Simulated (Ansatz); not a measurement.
**SnTe2 (model cell, started as rutile): following an unstable mode**

Wanted: the energy along a soft mode of SnTe2 (model cell, started as rutile) and the structure at the end.

Main program and level: Ansatz 0.2.0; DFT PBE, scalar-relativistic, plane waves, PAW.

Most raw output is cut from this account.

The structure was built from a prototype and need not be the compound's stable phase.

## Step 1: The structure

Symmetry: P4_2/mnm, No. 136, tetragonal system. The conventional cell has a = 7.058 Å, b = 7.058 Å, c = 4.424 Å, α = 90.00°, β = 90.00°, γ = 90.00°. Nearest to Sn lie 6 Te at 2.97 to 3.01 Å. Nearest to Te lie 3 Sn at 2.97 to 3.01 Å. Farther neighbours and most contacts between anions are not listed.

## Step 2: The dispersion

The cell comes from relaxations at this level that are not shown. Stability and thermal properties need the whole zone. Linear response on a 2×2×2 q mesh gives force constants as far as a supercell of that size would.

File input.yaml:

```yaml
crystal:
  lattice:
    - [7.0577214653, 0.0, 0.0]
    - [0.0, 7.0577214653, 0.0]
    - [0.0, 0.0, 4.4240602484]
  atoms:
    - { symbol: Sn, position: [0.0, 0.0, 0.0] }
    - { symbol: Sn, position: [0.5, 0.5, 0.5] }
    - { symbol: Te, position: [0.3020693096, 0.3020693096, 0.0] }
    - { symbol: Te, position: [0.6979306904, 0.6979306904, 0.0] }
    - { symbol: Te, position: [0.8020693096, 0.1979306904, 0.5] }
    - { symbol: Te, position: [0.1979306904, 0.8020693096, 0.5] }
kpoints:
  mp_grid: { grid: [6, 6, 8] }
hamiltonian:
  xc: pbe
scf:
  occupations: { method: methfessel_paxton, width: 0.2 }
output:
  eigenvalues: true
phonons:
  method: dfpt
  qmesh: [2, 2, 2]
  temperatures: { t_max: 1000, t_step: 50 }
  qpath:
    path:
      - [[0.0, 0.0, 0.0], [0.0, 0.5, 0.0], [0.5, 0.5, 0.0], [0.0, 0.0, 0.0], [0.0, 0.0, 0.5], [0.0, 0.5, 0.5], [0.5, 0.5, 0.5], [0.0, 0.0, 0.5]]
      - [[0.0, 0.5, 0.0], [0.0, 0.5, 0.5]]
      - [[0.5, 0.5, 0.0], [0.5, 0.5, 0.5]]
    npoints: 10
```

Started as:

```bash
ansatz run input.yaml --threads 4 --pin off --max-ram 14336MiB --backend cpu --events-out ev --progress --plain --runs-dir out
```

Run time: 15 min. Hardware: 4 threads of Arm Neoverse V2, shared host; peak memory 3.2 GiB.

This step gave:

- volume per atom: 36.73 Å³
- gap on the k-mesh: 0 eV
- sum-rule residual before enforcement: 1.17e-4 eV/Å²
- lowest frequency on the path: -63.89 cm⁻¹
- point group: 4/mmm
- highest frequency on the path or at a solved wavevector: 136.7 cm⁻¹
- highest optical mode at the zone centre (no LO-TO term): 135.9 cm⁻¹
- lowest optical zone-centre mode: -55.46 cm⁻¹
- lowest mode on the q mesh (acoustic modes at Γ apart): -63.89 cm⁻¹

Frequencies (cm⁻¹) solved at each irreducible wavevector; negative means imaginary. Frequencies by wavevector, by row:

```csv
q in reciprocal lattice units,star,mode 1,mode 2,mode 3,mode 4,mode 16,mode 17,mode 18
0 0 0,1,-55.5,-55.5,-48.4,-36.3,132.4,135.9,135.9
0 0 -0.5,1,-57.9,-57.9,-45.2,-45.2,119,133.7,133.7
0 -0.5 0,2,-56.4,-56.4,-44.8,-44.8,130.9,133.9,133.9
0 -0.5 -0.5,2,-52,-52,-41,-41,122,135.1,135.1
-0.5 -0.5 0,1,-63.9,-63.9,-55.6,-55.6,130.5,133.5,133.5
-0.5 -0.5 -0.5,1,-45.8,-45.8,-39.3,-39.3,119.9,136.6,136.6
```

Interpolated from a 2×2×2 q mesh, rough between the solved points. The phonon branches at the labelled points (cm⁻¹):

```csv
point,branch 1,branch 2,branch 3,branch 4,branch 15,branch 16,branch 17,branch 18
Γ,-56,-56,-48,-36,131,132,136,136
halfway,-56,-55,-48,-39,131,132,135,135
X,-56,-56,-45,-45,131,131,134,134
halfway,-60,-60,-50,-50,131,131,134,134
M,-64,-64,-56,-56,130,130,134,134
halfway,-58,-57,-50,-44,131,131,134,134
Γ,-56,-56,-48,-36,131,132,136,136
halfway,-57,-57,-48,-40,126,126,131,134
Z,-58,-58,-45,-45,119,119,134,134
halfway,-55,-55,-43,-43,119,119,134,134
R,-52,-52,-41,-41,122,122,135,135
halfway,-49,-49,-40,-40,120,120,136,136
A,-46,-46,-39,-39,120,120,137,137
halfway,-54,-49,-45,-39,119,120,134,136
Z,-58,-58,-45,-45,119,119,134,134
jump to X,-56,-56,-45,-45,131,131,134,134
halfway,-53,-53,-46,-46,126,126,134,134
R,-52,-52,-41,-41,122,122,135,135
jump to M,-64,-64,-56,-56,130,130,134,134
halfway,-52,-52,-51,-51,125,125,134,134
A,-46,-46,-39,-39,120,120,137,137
```

Symmetry leaves 6 wavevectors to solve. The lowest mode among them, the acoustic zeros apart, lies at q = (-0.5, -0.5, 0) and is imaginary, 63.9i cm⁻¹, so the energy falls along it.

## Step 3: The mode frozen in, largest atomic shift 0 Å

The mode followed lies at q = (-0.5, -0.5, 0) with frequency 63.9i cm⁻¹ and is 2-fold degenerate, the softest among the wavevectors solved. At small amplitude the distorted cell has space group no. 84 by a symmetry search on the positions. The undistorted cell that holds it gives the zero of energy on the same k mesh.

System of this step: SnTe2 (model cell, started as rutile). It takes space group P4_2/mnm (No. 136, tetragonal). Conventional cell: a = 7.058 Å, b = 7.058 Å, c = 4.424 Å, α = 90.00°, β = 90.00°, γ = 90.00°. Sn has 6 Te at 2.97 to 3.01 Å nearest. Nearest to Te lie 3 Sn at 2.97 to 3.01 Å. Farther neighbours and most contacts between anions are not listed.

File input.yaml:

```yaml
crystal:
  lattice:
    - [0.0, 0.0, -4.4240602484]
    - [-7.0577214653, -7.0577214653, 0.0]
    - [-7.0577214653, 7.0577214653, 0.0]
  atoms:
    - { symbol: Sn, position: [0.0, 0.5, 0.5] }
    - { symbol: Sn, position: [0.0, 1.0, 1.0] }
    - { symbol: Sn, position: [0.5, 1.0, 0.5] }
    - { symbol: Sn, position: [0.5, 0.5, 0.0] }
    - { symbol: Te, position: [0.0, 0.1979306904, 0.5] }
    - { symbol: Te, position: [0.0, 0.6979306904, 0.0] }
    - { symbol: Te, position: [0.0, 0.8020693096, 0.5] }
    - { symbol: Te, position: [0.0, 0.3020693096, 0.0] }
    - { symbol: Te, position: [0.5, 0.0, 0.1979306904] }
    - { symbol: Te, position: [0.5, 0.5, 0.6979306904] }
    - { symbol: Te, position: [0.5, 0.0, 0.8020693096] }
    - { symbol: Te, position: [0.5, 0.5, 0.3020693096] }
kpoints:
  mp_grid: { grid: [8, 4, 4] }
hamiltonian:
  xc: pbe
scf:
  occupations: { method: methfessel_paxton, width: 0.2 }
output:
  forces: true
  stress: true
  eigenvalues: true
```

It took 18 s on 4 threads; peak memory 1.9 GiB.

This step gave:

```yaml
pressure: 9.88e-6 GPa
energy_from_the_undistorted_cell: 0 meV/atom
```

The run ends at a pressure of 0.00 GPa, with forces up to 0.013 eV/Å.

## Step 4: The mode frozen in, largest atomic shift 0.45 Å

The atoms are moved along the unstable eigenvector, the largest shift by 0.45 Å, with the cell fixed.

File input.yaml:

```yaml
crystal:
  lattice:
    - [0.0, 0.0, -4.4240602484]
    - [-7.0577214653, -7.0577214653, 0.0]
    - [-7.0577214653, 7.0577214653, 0.0]
  atoms:
    - { symbol: Sn, position: [0.0, 0.5284370742, 0.4994636909] }
    - { symbol: Sn, position: [0.0, 0.9715629258, 1.0005363091] }
    - { symbol: Sn, position: [0.5, 0.9994636909, 0.4715629258] }
    - { symbol: Sn, position: [0.5, 0.5005363091, 0.0284370742] }
    - { symbol: Te, position: [0.0, 0.200357894, 0.5450197133] }
    - { symbol: Te, position: [0.0, 0.6955034869, -0.0450197133] }
    - { symbol: Te, position: [0.0, 0.8044965131, 0.5450197133] }
    - { symbol: Te, position: [0.0, 0.299642106, -0.0450197133] }
    - { symbol: Te, position: [0.5, 0.0450197133, 0.1955034869] }
    - { symbol: Te, position: [0.5, 0.4549802867, 0.700357894] }
    - { symbol: Te, position: [0.5, 0.0450197133, 0.799642106] }
    - { symbol: Te, position: [0.5, 0.4549802867, 0.3044965131] }
kpoints:
  mp_grid: { grid: [8, 4, 4] }
hamiltonian:
  xc: pbe
scf:
  occupations: { method: methfessel_paxton, width: 0.2 }
output:
  forces: true
  stress: true
  eigenvalues: true
```

Elapsed: 18 s, on 4 threads; peak memory 1.9 GiB; 73 s of CPU time.

This step gave:

```
pressure                         : -0.5144 GPa
energy from the undistorted cell : -40.89 meV/atom
```

The energy, extrapolated to zero smearing, is -40.89 meV/atom against the undistorted cell.

The run ends at a pressure of -0.51 GPa, with forces up to 0.67 eV/Å.

## Step 5: Energy along the mode, all amplitudes (two of the runs are shown above)

An imaginary frequency means negative curvature, so the energy should fall and then rise again as anharmonic terms take over.

This step gave:

- depth at the lowest point sampled: 40.89 meV/atom
- largest atomic shift at that point: 0.45 Å

Energy from the parent against largest atomic shift:

```csv
largest atomic shift (Å),energy from the parent (meV/atom)
0.000,0
0.040,-1.25
0.080,-4.74
0.140,-12.9
0.220,-25.8
0.320,-39.2
0.450,-40.9
0.600,-10.8
```

Displacement at unit largest shift by atom:

```csv
atom,x (Å),y (Å),z (Å),size
Sn1,-0.438,-0.454,0.000,0.631
Sn2,0.438,0.454,0.000,0.631
Sn3,0.454,-0.438,0.000,0.631
Sn4,-0.454,0.438,0.000,0.631
Te5,-0.744,0.668,0.000,1.000
Te6,0.744,-0.668,0.000,1.000
Te7,-0.744,0.668,0.000,1.000
Te8,0.744,-0.668,0.000,1.000
Te9,-0.668,-0.744,0.000,1.000
Te10,0.668,0.744,0.000,1.000
Te11,-0.668,-0.744,0.000,1.000
Te12,0.668,0.744,0.000,1.000
```

The lowest of the steps tried is at 0.45 Å, 40.9 meV/atom below the parent; the bottom of the well need not coincide with a step.

## Step 6: Relaxing from the distorted cell

Starting from the lowest point found, all atoms and the cell are let go, so that strain and other modes of the same symmetry can join in.

input.yaml: that of step 4 with these lines changed.

```diff
@@ -28 +28,6 @@
   eigenvalues: true
+relax:
+  adjacent_minimum: "off"
+  f_tol: 0.002
+  max_steps: 120
+  cell: { stress_tol: 0.03 }
```

It took 7.2 min on 4 threads; peak memory 2.1 GiB.

Relaxation path:

```csv
step,energy less that of the first step (eV),largest force component (eV/Å),pressure (GPa),volume (Å³)
1,0.0000,0.5310,-0.51,440.74
2,-0.2280,0.2015,0.41,430.64
3,-0.2845,0.1383,0.02,436.63
4,-0.3948,0.1473,0.12,441.77
5,-0.5157,0.1962,0.43,448.35
6,-0.5791,0.1991,-0.30,464.50
7,-0.4092,0.2473,1.09,446.01
8,-0.6057,0.1020,-0.03,464.84
9,-0.6168,0.0192,-0.05,467.43
10,-0.6217,0.0547,0.29,465.26
11,-0.6268,0.0316,0.09,468.10
12,-0.6284,0.0110,-0.02,469.76
13,-0.6290,0.0088,0.01,469.61
14,-0.6295,0.0041,-0.01,469.99
15,-0.6295,0.0029,-0.01,470.26
16,-0.6295,0.0017,0.00,470.17
17*,-0.6339,0.0018,0.00,470.17
```

Relaxation steps marked * repeat the geometry before them on a plane-wave basis chosen anew for their cell, so energy and pressure can jump there. Relaxation step 7 was tried and not accepted.

Forces are held to the 8 operations that the run works with; a distortion that breaks them can't arise in this run.

```csv
cell as run,before,after,change
a (Å),4.424,4.276,-3.3 %
b (Å),9.981,10.486,+5.1 %
c (Å),9.981,10.486,+5.1 %
volume (Å³/atom),36.73,39.18,+6.7 %
```

The atoms that moved most (Å, as changes of fractional coordinates times the final cell):

```csv
atom,dx,dy,dz,length
Te10,0.850,-0.096,0.000,0.856
Te8,-0.096,-0.850,0.000,0.856
Te5,0.096,0.850,0.000,0.856
Te11,-0.850,0.096,0.000,0.856
Sn2,-0.153,0.106,0.000,0.186
Sn4,-0.106,-0.153,0.000,0.186
Sn1,0.153,-0.106,0.000,0.186
Sn3,0.106,0.153,0.000,0.186
```

The relaxed structure:

```xyz
12
Lattice="0.0000 0.0000 -4.2762 -7.4146 -7.4146 0.0000 -7.4146 7.4146 0.0000" Properties=species:S:1:pos:R:3 pbc="T T T"
Sn   -7.4689   -0.3212    0.0000
Sn  -14.7749    0.3212    0.0000
Sn  -10.8007   -3.7616   -2.1381
Sn   -4.0285   -3.6530   -2.1381
Te   -5.4311    3.4058    0.0000
Te   -4.9099   -5.5816    0.0000
Te   -9.9193   -1.8330    0.0000
Te   -1.9835   -3.4058    0.0000
Te   -1.8743    1.2026   -2.1381
Te   -7.7161    1.7238   -2.1381
Te   -7.1131    5.6908   -2.1381
Te   -5.5403   -1.2026   -2.1381
```

Numbers from this step:

```
pressure        : 1.87e-4 GPa
volume per atom : 39.18 Å³
```

The distorted start has space group P4_2/m; the relaxation ends in P4_2/m.

## Step 7: Summary of results

| Quantity | Value |
| --- | --- |
| unstable mode of the parent | q = (-0.5, -0.5, 0), 64i cm⁻¹ |
| depth at the lowest point sampled | 40.9 meV/atom |
| largest atomic shift at that point | 0.45 Å |
| space group reached (within 0.01 Å) | P4_2/m |
| energy gained over the parent (first relaxation, on the mesh of the frozen mode) | 93.3 meV/atom |
| volume per atom, phase reached | 39.2 Å³ |

What this shows: Along this mode the structure falls into P4_2/m, 93.3 meV/atom below the parent. At the parent's cell the well is 40.89 meV/atom deep on the steps tried, with its lowest point at a shift of 0.45 Å. Relaxing atoms and cell changes the gain by +52.43 meV/atom against the lowest step (energies at zero smearing). The modes of the phase reached were not computed on this path. Of the 2 patterns followed to their end from this parent, this one ends 23.3 meV/atom above the lowest, Pmma. Each path keeps the symmetry of its pattern, so a lower phase may lie along a pattern not tried. The q mesh stands for a supercell only 8.8 Å across, so branches between the solved wavevectors are rough. With no gap, or one that is small against the smearing, the frequencies hang on the k mesh and the smearing, most of all near Kohn anomalies. A semilocal functional can close a gap that the real compound would have, so the metallic treatment may be an artefact of the level. Spin-orbit coupling is left out, which can matter for the heavy elements here. A phonon run warned that its eigensolver left some bands unconverged in a pass. The starting cell was built on a prototype and not taken from a measurement, so the phase need not exist.

[Logs are printed without paths, hosts, clocks, repeated set-up lines and the standing remarks that a program may print on its own settings, such as how far it seeks lower states.]

[Hosts, paths, dates, database ids (printed as entryN), source tags and the programs' standing remarks are cut or masked in the printed files.]
